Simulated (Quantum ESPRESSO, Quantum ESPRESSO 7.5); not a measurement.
# Ca(111), 5 layers: solver and mixing choices

Wanted: time, iterations and memory of Ca(111), 5 layers by eigensolver and mixing.

Main program and level: Quantum ESPRESSO 7.5; plane-wave DFT, PBE, GBRV ultrasoft pseudopotentials.

## 1. The structure

The cell holds 5 atoms: 5 Ca. Its edges and angles: a = 3.946 Å, b = 3.946 Å, c = 28.886 Å, α = 90.0°, β = 90.0°, γ = 60.0°. It derives from Ca. Vacuum lies along c.

## 2. Ground state: david, local-TF mixing, beta 0.4, history 8

The first run is the reference of the series.

c0.in reads:

```
&control
  prefix = 'c0'
  outdir = './out'
  pseudo_dir = './pseudo'
  calculation = 'scf'
  tprnfor = .true.
/
&system
  ibrav = 0
  nat = 5
  ntyp = 1
  ecutwfc = 40
  ecutrho = 200
  occupations = 'smearing'
  smearing = 'mv'
  degauss = 0.02
  assume_isolated = 'esm'
  esm_bc = 'bc1'
/
&electrons
  conv_thr = 1e-07
  mixing_beta = 0.4
  electron_maxstep = 80
  mixing_mode = 'local-TF'
  diagonalization = 'david'
  mixing_ndim = 8
/
ATOMIC_SPECIES
  Ca  40.0780  ca_pbe_v1.uspp.F.UPF
CELL_PARAMETERS angstrom
  3.94565583902094 0.00000000000000 0.00000000000000
  1.97282791951047 3.41703819118253 0.00000000000000
  0.00000000000000 0.00000000000000 28.88645800831245
ATOMIC_POSITIONS crystal
  Ca  0.666666666700 0.666666666700 -0.223053619184
  Ca  0.000000000000 0.000000000000 -0.111526809592
  Ca  0.333333333300 0.333333333300 0.000000000000
  Ca  0.666666666700 0.666666666700 0.111526809592
  Ca  0.000000000000 0.000000000000 0.223053619184
K_POINTS automatic
  6 6 1 0 0 0
```

Started as:

```sh
$ OMP_NUM_THREADS=1 mpirun -n 4 pw.x -nk 2 -in c0.in > c0.out
```

Log:

```text
Program PWSCF v.7.5 starts
[citation notice left out]

     Parallel version (MPI & OpenMP), running on       4 processor cores
     Number of MPI processes:                 4
     Threads/MPI process:                     1

     MPI processes distributed on     1 nodes
[...]
Current dimensions of program PWSCF are:
     Max number of different atomic species (ntypx) = 10
     Max number of k-points (npk) =  40000
     Max angular momentum in pseudopotentials (lmaxx) =  4
     Message from routine setup:
     using ibrav=0 with symmetry is DISCOURAGED, use correct ibrav instead

     K-points division:     npool     =       2
     R & G space division:  proc/nbgrp/npool/nimage =       2
     Subspace diagonalization in iterative solution of the eigenvalue problem:
     a serial algorithm will be used

     Parallelization info
     --------------------
     sticks:   dense  smooth     PW     G-vecs:    dense   smooth      PW
     Min         384     297     93                62692    44643    7335
     Max         385     298     94                62701    44670    7348
     Sum         769     595    187               125393    89313   14683

     Using Slab Decomposition

     bravais-lattice index     =            0
     lattice parameter (alat)  =       7.4562  a.u.
     unit-cell volume          =    2628.2092 (a.u.)^3
     number of atoms/cell      =            5
     number of atomic types    =            1
     number of electrons       =        50.00
     number of Kohn-Sham states=           30
     kinetic-energy cutoff     =      40.0000  Ry
     charge density cutoff     =     200.0000  Ry
     scf convergence threshold =      1.0E-07
     mixing beta               =       0.4000
     number of iterations used =            8  local-TF  mixing
     Exchange-correlation= SLA  PW   PBE  PBE
                           (   1   4   3   4   0   0   0)

     Effective Screening Medium Method
     =================================
     Boundary Conditions: Vacuum-Slab-Vacuum
     total charge in unit cell        =   0.0000
     grid points for fit at edges     =        4

     celldm(1)=   7.456209  celldm(2)=   0.000000  celldm(3)=   0.000000
     celldm(4)=   0.000000  celldm(5)=   0.000000  celldm(6)=   0.000000

     crystal axes: (cart. coord. in units of alat)
               a(1) = (   1.000000   0.000000   0.000000 )
               a(2) = (   0.500000   0.866025   0.000000 )
               a(3) = (   0.000000   0.000000   7.321079 )

     reciprocal axes: (cart. coord. in units 2 pi/alat)
               b(1) = (  1.000000 -0.577350  0.000000 )
               b(2) = (  0.000000  1.154701  0.000000 )
               b(3) = (  0.000000  0.000000  0.136592 )

     PseudoPot. # 1 for Ca read from file:
     ./pseudo/ca_pbe_v1.uspp.F.UPF
     Pseudo is Ultrasoft + core correction, Zval = 10.0
     Generated by new atomic code, or converted to UPF format
     Using radial grid of  845 points,  6 beta functions with:
                l(1) =   0
                l(2) =   0
                l(3) =   1
                l(4) =   1
                l(5) =   2
                l(6) =   2
     Q(r) pseudized with  8 coefficients,  rinner =    1.500   1.500   1.500
                                                       1.500   1.500

     atomic species   valence    mass     pseudopotential
     Ca               10.00    40.07800     Ca( 1.00)

     12 Sym. Ops., with inversion, found ( 6 have fractional translation)

   Cartesian axes

     site n.     atom                  positions (alat units)
         1        Ca     tau(   1) = (   1.0000000   0.5773503  -1.6329932  )
         2        Ca     tau(   2) = (   0.0000000   0.0000000  -0.8164966  )
         3        Ca     tau(   3) = (   0.5000000   0.2886751   0.0000000  )
         4        Ca     tau(   4) = (   1.0000000   0.5773503   0.8164966  )
         5        Ca     tau(   5) = (   0.0000000   0.0000000   1.6329932  )

     number of k points=     7  Marzari-Vanderbilt smearing, width (Ry)=  0.0200
                       cart. coord. in units 2pi/alat
        k(    1) = (   0.0000000   0.0000000   0.0000000), wk =   0.0555556
        k(    2) = (   0.0000000   0.1924501   0.0000000), wk =   0.3333333
        k(    3) = (   0.0000000   0.3849002   0.0000000), wk =   0.3333333
        k(    4) = (   0.0000000  -0.5773503   0.0000000), wk =   0.1666667
        k(    5) = (   0.1666667   0.2886751   0.0000000), wk =   0.3333333
        k(    6) = (   0.1666667  -0.6735753   0.0000000), wk =   0.6666667
        k(    7) = (   0.3333333  -0.5773503   0.0000000), wk =   0.1111111

     Dense  grid:   125393 G-vectors     FFT dimensions: (  36,  36, 250)

     Smooth grid:    89313 G-vectors     FFT dimensions: (  30,  30, 225)

     Estimated max dynamical RAM per process >     154.44 MB

     Estimated total dynamical RAM >     587.16 MB

     Initial potential from superposition of free atoms

     starting charge      49.9727, renormalised to      50.0000

     negative rho (up, down):  1.960E-05 0.000E+00
     Starting wfcs are   50 randomized atomic wfcs

     total cpu time spent up to now is        1.1 secs

     per-process dynamical memory:    51.0 Mb

     Self-consistent Calculation

     iteration #  1     ecut=    40.00 Ry     beta= 0.40
     Davidson diagonalization with overlap
     ethr =  1.00E-02,  avg # of iterations =  1.0

     Threshold (ethr) on eigenvalues was too large:
     Diagonalizing with lowered threshold

     Davidson diagonalization with overlap
     ethr =  8.33E-04,  avg # of iterations =  8.1

     negative rho (up, down):  7.222E-08 0.000E+00

     total cpu time spent up to now is        3.2 secs

     total energy              =    -374.53466230 Ry
     estimated scf accuracy    <       0.56612240 Ry

     iteration #  2     ecut=    40.00 Ry     beta= 0.40
[...]
total energy              =    -374.47968522 Ry
     estimated scf accuracy    <       0.38968610 Ry

     iteration #  3     ecut=    40.00 Ry     beta= 0.40
[...]
total energy              =    -374.49498712 Ry
     estimated scf accuracy    <       0.04552544 Ry

     iteration #  4     ecut=    40.00 Ry     beta= 0.40
[...]
c_bands:  2 eigenvalues not converged
     c_bands:  3 eigenvalues not converged
     c_bands:  5 eigenvalues not converged
[...]
total energy              =    -374.55195081 Ry
[...]
iteration #  8     ecut=    40.00 Ry     beta= 0.40
[...]
total energy              =    -374.57341217 Ry
     estimated scf accuracy    <       0.04058014 Ry

     iteration #  9     ecut=    40.00 Ry     beta= 0.40
[...]
total energy              =    -374.57131048 Ry
     estimated scf accuracy    <       0.07032710 Ry

     iteration # 10     ecut=    40.00 Ry     beta= 0.40
[...]
total energy              =    -374.56759835 Ry
     estimated scf accuracy    <       0.04996692 Ry

     iteration # 11     ecut=    40.00 Ry     beta= 0.40
[...]
negative rho (up, down):  2.288E-04 0.000E+00

[...]
total energy              =    -374.56817537 Ry
     estimated scf accuracy    <       0.01105265 Ry

     iteration # 12     ecut=    40.00 Ry     beta= 0.40
[...]
negative rho (up, down):  8.322E-05 0.000E+00

[...]
total energy              =    -374.56420307 Ry
     estimated scf accuracy    <       0.01532517 Ry

     iteration # 13     ecut=    40.00 Ry     beta= 0.40
[...]
c_bands:  1 eigenvalues not converged
[...]
negative rho (up, down):  8.486E-07 0.000E+00

[...]
total energy              =    -374.56545826 Ry
     estimated scf accuracy    <       0.00057510 Ry

     iteration # 14     ecut=    40.00 Ry     beta= 0.40
[...]
c_bands:  1 eigenvalues not converged
     c_bands:  5 eigenvalues not converged
     c_bands:  3 eigenvalues not converged
[...]
negative rho (up, down):  6.772E-08 0.000E+00

[...]
total energy              =    -374.56669979 Ry
     estimated scf accuracy    <       0.00008904 Ry

[...]
iteration # 21     ecut=    40.00 Ry     beta= 0.40
[...]
c_bands:  1 eigenvalues not converged
[...]
negative rho (up, down):  2.316E-04 0.000E+00

[...]
total energy              =    -374.56606571 Ry
     estimated scf accuracy    <       0.00042678 Ry

     iteration # 22     ecut=    40.00 Ry     beta= 0.40
[...]
c_bands:  1 eigenvalues not converged
[...]
negative rho (up, down):  3.850E-04 0.000E+00

[...]
total energy              =    -374.56612157 Ry
     estimated scf accuracy    <       0.00003787 Ry

     iteration # 23     ecut=    40.00 Ry     beta= 0.40
[...]
negative rho (up, down):  4.028E-04 0.000E+00

[...]
total energy              =    -374.56613383 Ry
     estimated scf accuracy    <       0.00001149 Ry

     iteration # 24     ecut=    40.00 Ry     beta= 0.40
[...]
negative rho (up, down):  3.849E-04 0.000E+00

[...]
total energy              =    -374.56615764 Ry
     estimated scf accuracy    <       0.00000299 Ry

     iteration # 25     ecut=    40.00 Ry     beta= 0.40
[...]
c_bands:  1 eigenvalues not converged
[...]
negative rho (up, down):  2.317E-04 0.000E+00

[...]
total energy              =    -374.56619490 Ry
     estimated scf accuracy    <       0.00000185 Ry

     iteration # 26     ecut=    40.00 Ry     beta= 0.40
[...]
negative rho (up, down):  9.799E-05 0.000E+00

[...]
total energy              =    -374.56622749 Ry
     estimated scf accuracy    <       0.00000086 Ry

     iteration # 27     ecut=    40.00 Ry     beta= 0.40
[...]
negative rho (up, down):  5.698E-05 0.000E+00

[...]
total energy              =    -374.56624478 Ry
     estimated scf accuracy    <       0.00000046 Ry

     iteration # 28     ecut=    40.00 Ry     beta= 0.40
[...]
negative rho (up, down):  1.368E-05 0.000E+00

[...]
End of self-consistent calculation

          k = 0.0000 0.0000 0.0000 ( 11251 PWs)   bands (ev):

   -45.5081 -45.5081 -45.1139 -45.1120 -45.1031 -26.5383 -26.5382 -26.4058
   -26.4058 -26.4058 -26.4058 -26.1381 -26.0985 -26.0506 -26.0459 -26.0459
   -26.0419 -26.0419 -26.0326 -26.0326  -6.8869  -6.5615  -5.9958  -5.2588
    -4.4744  -3.1242  -2.6953  -2.2476  -1.8107  -1.3193

          k = 0.0000 0.1925 0.0000 ( 11287 PWs)   bands (ev):

   -45.5062 -45.5062 -45.1116 -45.1100 -45.1016 -26.5349 -26.5349 -26.4292
   -26.4292 -26.4114 -26.4114 -26.1310 -26.0993 -26.0703 -26.0670 -26.0537
   -26.0527 -26.0480 -26.0476 -26.0372  -6.4835  -6.1657  -5.6102  -4.8834
    -4.1033  -3.0331  -2.5443  -2.1332  -1.7822  -1.4430

          k = 0.0000 0.3849 0.0000 ( 11255 PWs)   bands (ev):

   -45.5024 -45.5024 -45.1069 -45.1061 -45.0985 -26.5283 -26.5283 -26.4755
   -26.4755 -26.4226 -26.4226 -26.1269 -26.1227 -26.1118 -26.0978 -26.0770
   -26.0658 -26.0590 -26.0549 -26.0468  -5.3700  -5.0865  -4.5852  -3.9314
    -3.2326  -2.8058  -2.4234  -2.2868  -2.2574  -2.1197

          k = 0.0000-0.5774 0.0000 ( 11140 PWs)   bands (ev):

   -45.5004 -45.5004 -45.1044 -45.1042 -45.0970 -26.5250 -26.5250 -26.4984
   -26.4984 -26.4282 -26.4282 -26.1467 -26.1388 -26.1350 -26.0868 -26.0837
   -26.0723 -26.0646 -26.0603 -26.0517  -3.9777  -3.8929  -3.7298  -3.5925
    -3.4920  -3.0923  -2.8370  -2.5759  -2.4427  -2.3240

          k = 0.1667 0.2887 0.0000 ( 11247 PWs)   bands (ev):

   -45.5033 -45.5033 -45.1081 -45.1071 -45.0992 -26.5299 -26.5299 -26.4596
   -26.4596 -26.4243 -26.4243 -26.1224 -26.1095 -26.0961 -26.0958 -26.0742
   -26.0646 -26.0589 -26.0546 -26.0479  -5.7210  -5.4224  -4.8956  -4.2041
    -3.4589  -2.8424  -2.3205  -2.1311  -2.0048  -1.9362

          k = 0.1667-0.6736 0.0000 ( 11184 PWs)   bands (ev):

   -45.5004 -45.5004 -45.1044 -45.1042 -45.0970 -26.5249 -26.5249 -26.4866
   -26.4866 -26.4402 -26.4402 -26.1347 -26.1287 -26.1234 -26.0962 -26.0800
   -26.0795 -26.0775 -26.0638 -26.0567  -4.3917  -4.1546  -3.7333  -3.2247
    -2.9670  -2.8498  -2.6664  -2.4766  -2.3704  -2.2901

[...]
the Fermi energy is    -2.9876 ev

!    total energy              =    -374.56627175 Ry
     estimated scf accuracy    <       0.00000007 Ry
     smearing contrib. (-TS)   =      -0.00540447 Ry
     internal energy E=F+TS    =    -374.56086728 Ry

     The total energy is F=E-TS. E is the sum of the following terms:
     one-electron contribution =    6317.96042608 Ry
     hartree contribution      =   -3172.40748282 Ry
     xc contribution           =     -58.77954198 Ry
     ewald contribution        =   -3461.33426856 Ry

     convergence has been achieved in  28 iterations

     negative rho (up, down):  1.368E-05 0.000E+00

     Forces acting on atoms (cartesian axes, Ry/au):

     atom    1 type  1   force =    -0.00000000    0.00000000    0.00269697
     atom    2 type  1   force =     0.00000000   -0.00000000   -0.00174003
     atom    3 type  1   force =     0.00000000   -0.00000000    0.00000000
     atom    4 type  1   force =     0.00000000    0.00000000    0.00174003
     atom    5 type  1   force =     0.00000000    0.00000000   -0.00269697

     Total force =     0.004539     Total SCF correction =     0.000454
     SCF correction compared to forces is large: reduce conv_thr to get better values

[...]
=------------------------------------------------------------------------------=
   JOB DONE.
=------------------------------------------------------------------------------=
[...]
```

Elapsed: 44 s, on 4 MPI ranks of Intel Xeon 6975P-C (Granite Rapids), shared host; peak memory 0.76 GiB; 2.9 min of CPU time.

Read from the output:

```
free energy                                                    : -5096.2337 eV
Fermi energy                                                   : -2.988 eV
vacuum line at the lower end of the cell, over the Fermi level : 2.988 eV
vacuum line at the upper end of the cell, over the Fermi level : 2.988 eV
```

Electrostatic potential energy of an electron; zero at the Fermi level. Table of potential energy, planar mean by z:

z (Å), potential energy, planar mean (eV) and a bar from the least value:
```
      -14        3.0 ##############################
      -13        3.0 ##############################
      -12        3.0 ##############################
      -11        3.0 ##############################
      -10        2.9 ##############################
       -9        2.7 #############################
       -8        1.5 ###########################
       -7       -5.4 #############
       -6       -6.8 ##########
       -5        1.5 ###########################
       -4       -2.0 ####################
       -3      -10.1 ###
       -2        1.0 ##########################
       -1       -0.1 ########################
        0      -11.4 
        1       -0.1 ########################
        2        1.0 ##########################
        3      -10.1 ###
        4       -2.0 ####################
        5        1.5 ###########################
        6       -6.8 ##########
        7       -5.4 #############
        8        1.5 ###########################
        9        2.7 #############################
       10        2.9 ##############################
       11        3.0 ##############################
       12        3.0 ##############################
       13        3.0 ##############################
       14        3.0 ##############################
```

The program's own clock; routines nest. Time by routine:

| routine | wall time (s) | calls |
| --- | --- | --- |
| PWSCF | 43.74 | 1 |
| electrons | 42.37 | 1 |
| c_bands | 27.66 | 29 |
| cegterg | 21.58 | 118 |
| h_psi | 14.95 | 1221 |
| vloc_psi | 11.66 | 1221 |
| fftw | 11.44 | 26198 |
| sum_band | 5.88 | 29 |
| mix_rho | 4.73 | 29 |
| newd | 2.81 | 29 |
| calbec | 2.14 | 1353 |
| ffts | 2.1 | 2719 |
| h_psi:calbec | 1.73 | 1221 |
| add_vuspsi | 1.43 | 1221 |

The vacuum levels are read from the outermost 0.7 Å of the cell on either side.

The run needed 28 iterations to bring the estimated error under 1e-07 Ry; the largest force on any atom, held or free, is 0.07 eV/Å.

Inside the slab this potential holds the local part of the pseudopotentials, which can be repulsive at the nuclei; only its value in the vacuum has a meaning of its own.

(Continued in part 2 of 4.)

[Logs are printed without paths, hosts, clocks, repeated set-up lines and the standing remarks that a program may print on its own settings, such as how far it seeks lower states.]

[Hosts, paths, dates, database ids (printed as entryN), source tags and the programs' standing remarks are cut or masked in the printed files.]

[Maps of the electrostatic potential energy from Ansatz leave out the sawtooth potential of an applied field or a dipole correction, so their vacuum need not be flat; planar profiles and work functions include it.]
